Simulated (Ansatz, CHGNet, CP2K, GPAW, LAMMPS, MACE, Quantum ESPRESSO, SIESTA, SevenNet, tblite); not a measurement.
## Atom list for Glassy 55SiO2-25B2O3-10CaO-10K2O (mol %) (68 atoms)

Calculated values (CHGNet r2SCAN, machine-learned interatomic potential CHGNet r2SCAN, trained on r2SCAN plane-wave data; its forces lie 46 % r.m.s. from those of plane-wave PBE on this cell; published weights, no electronic structure; density 2.43 g/cm³) for the geometry as built.

Cell vectors (Å):

```
9.642 0.000 0.000
0.000 9.642 0.000
0.000 0.000 9.642
```

Positions (Å):

```
1 Si 5.224 4.626 4.673
2 Si 7.032 7.914 6.410
3 Si 1.404 1.451 7.467
4 Si 0.803 5.908 6.431
5 Si 7.255 4.352 8.878
6 Si 2.187 1.985 4.519
7 Si 6.912 2.279 1.709
8 Si 8.779 1.623 4.188
9 Si 7.558 8.932 1.624
10 Si 5.113 5.951 7.635
11 Si 0.504 6.447 2.667
12 B 1.800 1.392 0.594
13 B 2.404 5.002 4.189
14 B 6.611 9.363 4.145
15 B 9.499 8.453 7.510
16 B 0.838 9.064 2.031
17 B 8.709 6.870 0.058
18 B 4.923 1.998 3.570
19 B 8.934 3.383 6.663
20 B 7.717 5.934 4.376
21 B 2.584 5.714 8.678
22 Ca 0.431 4.232 0.003
23 Ca 3.221 3.706 2.059
24 K 4.470 9.223 9.273
25 K 4.403 7.110 1.825
26 K 3.171 8.435 5.071
27 K 5.827 1.495 7.091
28 O 0.361 7.467 6.533
29 O 5.722 0.821 3.788
30 O 7.336 3.345 0.528
31 O 7.780 3.564 7.558
32 O 8.627 2.541 5.522
33 O 1.986 5.834 5.298
34 O 0.758 1.367 4.011
35 O 1.663 5.365 2.981
36 O 2.224 1.518 8.909
37 O 6.021 7.287 7.536
38 O 2.327 1.538 6.104
39 O 9.391 4.693 6.195
40 O 5.144 3.005 4.609
41 O 5.730 4.876 8.688
42 O 3.482 1.679 3.545
43 O 1.469 5.504 7.885
44 O 2.138 3.604 4.494
45 O 3.862 5.139 3.906
46 O 7.590 7.632 0.648
47 O 3.647 6.431 8.143
48 O 9.611 6.384 1.128
49 O 5.084 5.203 6.193
50 O 9.453 7.763 8.817
51 O 2.717 5.068 0.245
52 O 1.195 7.943 2.777
53 O 1.366 2.522 1.258
54 O 8.124 8.824 7.149
55 O 8.209 5.664 9.024
56 O 7.952 0.242 4.435
57 O 0.694 0.000 7.525
58 O 0.377 2.726 7.466
59 O 6.093 8.686 5.324
60 O 7.568 6.639 5.568
61 O 6.894 0.723 1.119
62 O 1.737 0.154 1.246
63 O 8.041 2.314 2.890
64 O 6.618 5.155 3.995
65 O 6.751 8.477 2.976
66 O 8.845 6.154 3.598
67 O 9.117 9.318 1.908
68 O 5.384 2.600 2.270
```

**Question.** What force acts on each atom?

Columns: atom, fx, fy, fz (forces in eV/Å).

```
1 -0.056 -0.458 0.491
2 0.596 -0.275 -0.724
3 -1.716 -0.505 -0.227
4 -0.293 -0.239 -0.507
5 0.473 0.383 -0.816
6 -0.537 1.351 0.169
7 0.267 -0.613 1.055
8 -0.941 -0.017 0.879
9 0.798 -0.426 0.750
10 0.462 -0.523 -0.789
11 -1.057 -0.028 -0.417
12 -1.447 1.340 1.301
13 -0.688 -0.266 1.524
14 0.329 1.069 -0.311
15 -0.145 -0.550 0.494
16 -1.565 0.363 -0.716
17 0.067 1.144 -0.284
18 1.189 -0.768 0.730
19 0.585 0.003 -0.582
20 0.274 1.084 0.854
21 -0.359 -1.079 0.863
22 0.472 0.010 -0.155
23 -0.335 -0.205 -0.424
24 -0.187 0.075 -0.068
25 0.135 -0.478 0.438
26 -0.194 -0.133 0.066
27 0.631 0.370 -0.772
28 0.570 -0.641 -0.347
29 -0.852 -0.036 0.086
30 -0.137 -0.145 0.245
31 -0.800 -0.185 0.776
32 -0.365 -0.234 -0.474
33 0.099 0.683 0.224
34 0.384 -0.123 -0.244
35 0.118 0.201 -0.745
36 0.742 -0.311 -0.389
37 -0.674 0.195 0.469
38 0.690 -0.370 0.035
39 0.290 0.758 0.102
40 0.208 0.706 0.707
41 -0.215 -0.029 0.214
42 -0.909 -0.484 0.062
43 0.591 -0.101 0.952
44 -0.072 -0.602 -0.311
45 0.425 0.671 -0.897
46 -1.070 0.675 0.228
47 0.488 0.573 -0.141
48 0.682 -0.897 0.377
49 -0.152 -0.058 0.114
50 0.297 -0.089 0.245
51 -0.262 0.652 -0.942
52 0.682 0.427 0.165
53 0.917 -0.768 -0.873
54 -0.770 -0.021 -0.245
55 -0.105 -0.971 0.258
56 0.851 0.490 0.133
57 0.523 0.438 -0.120
58 0.592 -0.274 0.843
59 -0.464 0.175 0.539
60 0.165 -0.493 -0.761
61 -0.261 0.103 -0.758
62 0.454 -0.809 0.040
63 0.009 0.435 -0.547
64 -0.010 0.082 -0.290
65 -0.233 -0.400 -0.768
66 -0.370 -0.197 0.209
67 1.015 0.018 -0.037
68 0.171 0.335 -0.952
```

The quench rate of 20 K/ps is many orders above laboratory rates, so the cell is likely richer in defects and strain than a real sample. The network of bonds at the start is that of the classical potential that made the cell, and needn't be the one that DFT or experiment would give.

The r.m.s. force component is 0.592 eV/Å; the longest force, 2.36 eV/Å, acts on B12.

[Logs are printed without paths, hosts, clocks, repeated set-up lines and the standing remarks that a program may print on its own settings, such as how far it seeks lower states.]

[Hosts, paths, dates, database ids (printed as entryN), source tags and the programs' standing remarks are cut or masked in the printed files.]
